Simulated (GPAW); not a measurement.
## Core-hole calculation of the Ti K edge in BaTiO3 (R3m)

How does the Ti K edge of BaTiO3 (R3m) move when the bonds are compressed or stretched?

Method: X-ray absorption from dipole matrix elements to empty bands, plane-wave PAW LDA, in GPAW 26.7.0.

**1. The structure**

It takes space group R3m (No. 160, trigonal). Conventional cell: a = 5.655 Å, b = 5.655 Å, c = 6.955 Å, α = 90.00°, β = 90.00°, γ = 120.00°. Nearest to Ba lie 12 O at 2.79 to 2.89 Å. Nearest to Ti lie 6 O at 1.87 to 2.14 Å. Nearest to O lie 2 Ti at 1.87 to 2.14 Å and 4 Ba at 2.79 to 2.89 Å. Farther neighbours and most contacts between anions are not listed.

**2. The field without a hole**

A plain self-consistent run shows whether there is a gap, which decides the set-up of the core-hole run.

scf.py reads:

```python
import numpy as np
from ase import Atoms
from ase.parallel import parprint, paropen
from gpaw import GPAW, PW, FermiDirac, Mixer, MixerDif, setup_paths
from gpaw.test import gen
setup_paths.insert(0, '.')
gen('Ti', name='nch1s', xcname='LDA', corehole=(1, 0, 0), write_xml=True)
from gpaw.mpi import world
world.barrier()

atoms = Atoms('BaTiO3',
    cell=[[2.82736661, 1.63238087, 2.31839349],
     [-2.82736661, 1.63238087, 2.31839349],
     [0, -3.26476174, 2.31839349]],
    scaled_positions=[[0, 0, 0],
     [0.4845, 0.4845, 0.4845],
     [0.5086, 0.0175, 0.5086],
     [0.0175, 0.5086, 0.5086],
     [0.5086, 0.5086, 0.0175]],
    pbc=True)
atoms.calc = calc = GPAW(legacy_gpaw=True, mode=PW(500, force_complex_dtype=True), xc='LDA', setups={1: 'nch1s'},
    kpts={'size': (6, 6, 6), 'gamma': True}, occupations=FermiDirac(0.05),
    charge=0, mixer=Mixer(0.1, 5, 50), maxiter=150,
    convergence={'density': 0.0001, 'eigenstates': 1e-6}, txt='scf.txt')
energy = atoms.get_potential_energy() + calc.get_reference_energy()
ef = calc.get_fermi_level()
out = dict(energy=energy, fermi=ef, forces=atoms.get_forces().tolist())
parprint(f'all-electron energy {energy:.4f} eV, Fermi level {ef:.4f} eV')
ev = np.array([[calc.get_eigenvalues(k, s) for k in range(len(calc.get_ibz_k_points()))] for s in range(calc.get_number_of_spins())])
out['homo'], out['lumo'], out['counts'] = ev[ev < ef].max(), ev[ev > ef].min(), sorted(set((ev < ef).sum((0, 2)).tolist()))
out['filled'] = (ev[:, 0] < ef).sum(1).tolist()
import json
with paropen('out.json', 'w') as f:
    json.dump(out, f)
```

Run with:

```
> OMP_NUM_THREADS=1 mpirun -n 4 gpaw python scf.py
```

Numbers of over 12 decimals in the logs are rounded to 6 here.

The program printed:

```text
Input parameters:
  convergence: {density: 0.0001,
                eigenstates: 1e-06}
  kpts: {gamma: True,
         size: (6, 6, 6)}
  maxiter: 150
  mixer: {backend: pulay,
          beta: 0.1,
          method: separate,
          nmaxold: 5,
          weight: 50}
  mode: {ecut: 500.0,
         force_complex_dtype: True,
         name: pw}
  occupations: {fixmagmom: False,
                name: fermi-dirac,
                width: 0.05}
  setups: {1: nch1s}

Initialize ...

[... PAW data sets ...]

Reference energy: -250365.446810  # eV

Spin-paired calculation

[... convergence settings ...]
Symmetries present (total): 2
  [... symmetry matrices ...]

216 k-points: 6 x 6 x 6 Monkhorst-Pack grid + [1/12,1/12,1/12]
68 k-points in the irreducible part of the Brillouin zone
       k-points in crystal coordinates                weights
   0:     0.00000000    0.00000000    0.00000000          1/216
   1:     0.00000000    0.00000000    0.16666667          2/216
   2:     0.00000000    0.00000000    0.33333333          2/216
   3:     0.00000000    0.00000000    0.50000000          1/216
   4:     0.16666667   -0.16666667    0.00000000          2/216
   5:     0.16666667   -0.16666667    0.16666667          4/216
   6:     0.16666667   -0.16666667    0.33333333          4/216
   7:     0.16666667   -0.16666667    0.50000000          2/216
   8:     0.16666667    0.00000000   -0.33333333          4/216
   9:     0.16666667    0.00000000   -0.16666667          4/216
          ...
  67:     0.50000000    0.50000000    0.50000000          1/216

Wave functions: Plane wave expansion
  Cutoff energy: 500.000 eV
  Number of coefficients (min, max): 1614, 1647
  Pulay-stress correction: 0.000000 eV/Ang^3 (de/decut=0.000000)
  Using FFTW library
  Wavefunction extrapolation:
    Improved wavefunction reuse through dual PAW basis

Occupation numbers: Fermi-Dirac:
  width: 0.0500  # eV

Eigensolver
   Davidson(niter=2)

Densities:
  Coarse grid: 21*21*21 grid
  Fine grid: 42*42*42 grid
  Total Charge: 0.000000

Density mixing:
  Method: separate
  Backend: pulay
  Linear mixing parameter: 0.1
  old densities: 5
  Width of damping distribution: 1.1
  Damping of long wavelength oscillations: 50

[... Hamiltonian set-up ...]
Number of atoms: 5
Number of atomic orbitals: 30
Number of bands in calculation: 28
Number of valence electrons: 40
Bands to converge: occupied

... initialized

Initializing position-dependent things.

Density initialized from atomic densities
Creating initial wave functions:
  28 bands from LCAO basis set

           Ti
       O      O

           Ba

Atomic positions and initial magnetic moments

Positions:
   0 Ba     0.000000    0.000000    0.000000    ( 0.0000,  0.0000,  0.0000)
   1 Ti    -0.000000   -0.000000    3.369785    ( 0.0000,  0.0000,  0.0000)
   2 O      1.388520   -0.801662    2.398842    ( 0.0000,  0.0000,  0.0000)
   3 O     -1.388520   -0.801662    2.398842    ( 0.0000,  0.0000,  0.0000)
   4 O     -0.000000    1.603324    2.398842    ( 0.0000,  0.0000,  0.0000)

Unit cell:
           periodic     x           y           z      points  spacing
  1. axis:    yes    2.827367    1.632381    2.318393    21     0.1907
  2. axis:    yes   -2.827367    1.632381    2.318393    21     0.1907
  3. axis:    yes    0.000000   -3.264762    2.318393    21     0.1907

  Lengths:   4.004200   4.004200   4.004200
  Angles:   89.837000  89.837000  89.837000

Effective grid spacing dv^(1/3) = 0.1907

iter:   1   -47.233862
iter:   2   -44.343048   -0.85  -0.96
iter:   3   -42.578756   -1.00  -1.10
iter:   4   -42.552264   -2.26  -1.45
iter:   5   -42.570346   -2.08  -1.46
iter:   6   -42.592199   -1.75  -1.79
iter:   7   -42.458096   -2.13  -1.78
iter:   8   -42.439790   -3.56  -2.22
iter:   9   -42.439282c  -3.50  -2.79
iter:  10   -42.439478c  -4.35  -2.93
iter:  11   -42.438800c  -4.24  -2.88
iter:  12   -42.438727c  -5.68  -3.42
iter:  13   -42.438723c  -6.82c -3.71
iter:  14   -42.438720c  -6.84c -3.77
iter:  15   -42.438718c  -6.68c -3.86
iter:  16   -42.438718c  -7.67c -4.19c

Converged after 16 iterations.

Dipole moment: (-0.000000, 0.000001, -4.350479) |e|*Ang

Energy contributions relative to reference atoms: (reference = -250365.446810)

Kinetic:        +33.038414
Potential:      -34.515764
External:        +0.000000
XC:             -41.118042
Entropy (-ST):   -0.000000
Local:           +0.156674
SIC:             +0.000000
--------------------------
Free energy:    -42.438718
Extrapolated:   -42.438718

Showing only first 2 kpts
 Kpt  Band  Eigenvalues  Occupancy
  0    18      6.84830    2.00000
  0    19      6.84830    2.00000
  0    20      9.56457    0.00000
  0    21      9.56462    0.00000

  1    18      6.73378    2.00000
  1    19      6.74784    2.00000
  1    20      9.61553    0.00000
  1    21      9.95285    0.00000

Fermi level: 8.49650

Gap: 2.335 eV
Transition (v -> c):
  (s=0, k=67, n=19, [0.50, 0.50, 0.50]) -> (s=0, k=0, n=20, [0.00, 0.00, 0.00])
Direct/indirect transitions are different
Direct gap: 2.716 eV
Transition at: (s=0, k=0, n=19, [0.00, 0.00, 0.00])

Forces in eV/Ang:
  0 Ba    0.00000   -0.00000   -0.15700
  1 Ti    0.00000    0.00000    0.09271
  2 O     0.04147   -0.02393    0.03335
  3 O    -0.04147   -0.02393    0.03335
  4 O     0.00000    0.04765    0.03317
Scalar-relativistic atomic LDA calculation for Ti (Titanium, Z=22)
Core hole in 1s state (1s occupation: 2.0)
600 radial gridpoints.
|------------------------------------------------|
|------------------------------------------------|
[... the atom generator's iteration count ...]

Energy contributions:
-------------------------
Kinetic:     +858.169401
XC:           -40.035523
Potential:  -1669.760805
-------------------------
Total:       -851.626927

state      eigenvalue         ekin         rmax
-----------------------------------------------
1s^2.0 :  -178.412898   235.142209        0.046
2s^2.0 :   -19.674824    40.676506        0.270
2p^6.0 :   -16.315972    39.591103        0.219
3s^2.0 :    -2.287902     8.427789        0.869
3p^6.0 :    -1.425558     7.161594        0.900
3d^2.0 :    -0.164024     3.704740        0.977
4s^2.0 :    -0.168799     0.875365        2.882
4p^0.0 :    -0.056429     0.465286        3.811
-----------------------------------------------
(units: Bohr and Hartree)

Generating PAW setup
Kinetic energy of the core from tauc = 793.509929
Cutoffs:
rc(s)=2.400
rc(p)=2.000
rc(d)=2.000
rc(vbar)=1.800
rc(comp)=2.300
rc(nct)=2.400

Kinetic energy of the core states: 789.184048
Charge: 0.0
Core electrons: 10.0
Valence electrons: 12.0
Pseudo-core charge: 0.000001
Shape function alpha=1.890
Pseudo-electron charge 6.382666
state    eigenvalue         norm
--------------------------------
3s(2) :    -2.287902     0.302066
4s(2) :    -0.168799     0.990650
3p(6) :    -1.425558     0.436626
4p(0) :    -0.056429     0.981035
3d(2) :    -0.164024     0.588737
*d    :     0.835976
--------------------------------

Diagonalizing with gridspacing h=0.050

state   all-electron     PAW
-------------------------------
3s:      -2.287902    -2.288205
3p:      -1.425558    -1.426242
3d:      -0.164024    -0.164519
*f:                    0.065395
-------------------------------
all-electron energy -250407.8855 eV, Fermi level 8.4965 eV
```

The job ended after 13 s (4 MPI ranks of AMD EPYC 9R14 (Zen 4), shared host; peak memory 0.21 GiB; 51 s of CPU time).

The mesh shows a gap of 2.33 eV, so the hole is first treated in a charged cell, without the excited electron.

**3. Reference energy of the supercell**

The photon energy needs a difference of total energies, so the cell and mesh of the coming hole run are first run without a hole.

Changes to scf.py since step 2:

```diff
@@ -10,14 +10,19 @@
 
-atoms = Atoms('BaTiO3',
-    cell=[[2.82736661, 1.63238087, 2.31839349],
-     [-2.82736661, 1.63238087, 2.31839349],
-     [0, -3.26476174, 2.31839349]],
+atoms = Atoms('Ba2Ti2O6',
+    cell=[[-2.82736661, 4.89714262, 0],
+     [2.82736661, 4.89714262, 0],
+     [0, -3.26476174, -4.63678699]],
     scaled_positions=[[0, 0, 0],
-     [0.4845, 0.4845, 0.4845],
-     [0.5086, 0.0175, 0.5086],
-     [0.0175, 0.5086, 0.5086],
-     [0.5086, 0.5086, 0.0175]],
+     [0.5, 0.5, 0.5],
+     [0.75775, 0.75775, 0.27325],
+     [0.25775, 0.25775, 0.77325],
+     [0.50015, 0.99125, 0.48265],
+     [0.00015, 0.49125, 0.98265],
+     [0.99125, 0.50015, 0.48265],
+     [0.49125, 0.00015, 0.98265],
+     [0.99125, 0.99125, 0.48265],
+     [0.49125, 0.49125, 0.98265]],
     pbc=True)
-atoms.calc = calc = GPAW(legacy_gpaw=True, mode=PW(500, force_complex_dtype=True), xc='LDA', setups={1: 'nch1s'},
-    kpts={'size': (6, 6, 6), 'gamma': True}, occupations=FermiDirac(0.05),
+atoms.calc = calc = GPAW(legacy_gpaw=True, mode=PW(500, force_complex_dtype=True), xc='LDA', setups={2: 'nch1s'},
+    kpts={'size': (4, 4, 4), 'gamma': True}, occupations=FermiDirac(0.02),
     charge=0, mixer=Mixer(0.1, 5, 50), maxiter=150,
```

The program printed:

```text
Input parameters:
  convergence: {density: 0.0001,
                eigenstates: 1e-06}
  kpts: {gamma: True,
         size: (4, 4, 4)}
  maxiter: 150
  mixer: {backend: pulay,
          beta: 0.1,
          method: separate,
          nmaxold: 5,
          weight: 50}
  mode: {ecut: 500.0,
         force_complex_dtype: True,
         name: pw}
  occupations: {fixmagmom: False,
                name: fermi-dirac,
[...]
4s(2) :    -0.168799     0.990650
3p(6) :    -1.425558     0.436626
4p(0) :    -0.056429     0.981035
3d(2) :    -0.164024     0.588737
*d    :     0.835976
--------------------------------

Diagonalizing with gridspacing h=0.050

state   all-electron     PAW
-------------------------------
3s:      -2.287902    -2.288205
3p:      -1.425558    -1.426242
3d:      -0.164024    -0.164519
*f:                    0.065395
-------------------------------
all-electron energy -500815.7755 eV, Fermi level 8.0247 eV
[key lines of the parts left out:]
Converged after 15 iterations.
Dipole moment: (0.000000, 0.366851, -10.298100) |e|*Ang
Free energy:    -84.881849
Fermi level: 8.02468
```

It took 21 s on 4 MPI ranks; peak memory 0.27 GiB; 82 s of CPU time.

Reference energy: -500815.775 eV with the cores included.

(Continued in part 2 of 4.)

[Banner, clock and machine lines of the logs are left out without a mark of their own.]

[Logs are printed without paths, hosts, clocks, repeated set-up lines and the standing remarks that a program may print on its own settings, such as how far it seeks lower states.]

[Hosts, paths, dates, database ids (printed as entryN), source tags and the programs' standing remarks are cut or masked in the printed files.]

[Lists of maxima count a maximum above −3 eV only where it reaches 4 % of the highest in the window and stands out from its surroundings by 2 % of it (1.5 % where it reaches 55 %); shoulders and weaker maxima are passed over, and of the rest the first, up to two pre-edge ones and the few strongest are named.]
